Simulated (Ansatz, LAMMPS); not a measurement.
## Liquid (Cs,K,Li)F at 1680 K (82 atoms): a reference run and its variants

Density of this cell: 2.25 g/cm³. The cell holds 82 atoms: 15 Cs, 8 K, 18 Li and 41 F. Cell: a = 13.341 Å, b = 13.341 Å, c = 13.341 Å, α = 90.0°, β = 90.0°, γ = 90.0°. 82 atoms (15 Cs, 8 K, 18 Li, 41 F) placed at random at 2.25 g/cm³, melted at 1800 K for 10 ps at fixed volume with the Lennard-Jones and Coulomb ion parameters for SPC/E (Joung and Cheatham, J. Phys. Chem. B 112, 9020 (2008)), full charges. Snapshot at the end of a hold of 20 ps at 1680 K and fixed volume.

Geometry: as built.

Reference run: Kohn-Sham DFT, PBE, PAW (set soft_2), plane waves (Ansatz 0.2.0), cutoff 420 eV, Γ point, fixed occupations.

* r.m.s. force component: 0.4325 eV/Å
* pressure: -2.585 GPa
* gap (highest filled to lowest empty level): 2.854 eV
* SCF cycles: 10
* time: 31 s on 4 threads of Arm Neoverse V2, shared host

Variants, in no order:
A. support functions medium, spacing 0.27 Å
B. support functions medium
C. support functions medium, spacing 0.324 Å

Q: Order the variants from the smallest to the largest r.m.s. change of the forces.

B, A, C.

```csv
variant,"Δ force, r.m.s. (meV/Å)",share of r.m.s. force (%)
B. support functions medium,0.472,0.109
"A. support functions medium, spacing 0.27 Å",6.22,1.44
"C. support functions medium, spacing 0.324 Å",23.4,5.41
```

[Logs are printed without paths, hosts, clocks, repeated set-up lines and the standing remarks that a program may print on its own settings, such as how far it seeks lower states.]

[Hosts, paths, dates, database ids (printed as entryN), source tags and the programs' standing remarks are cut or masked in the printed files.]
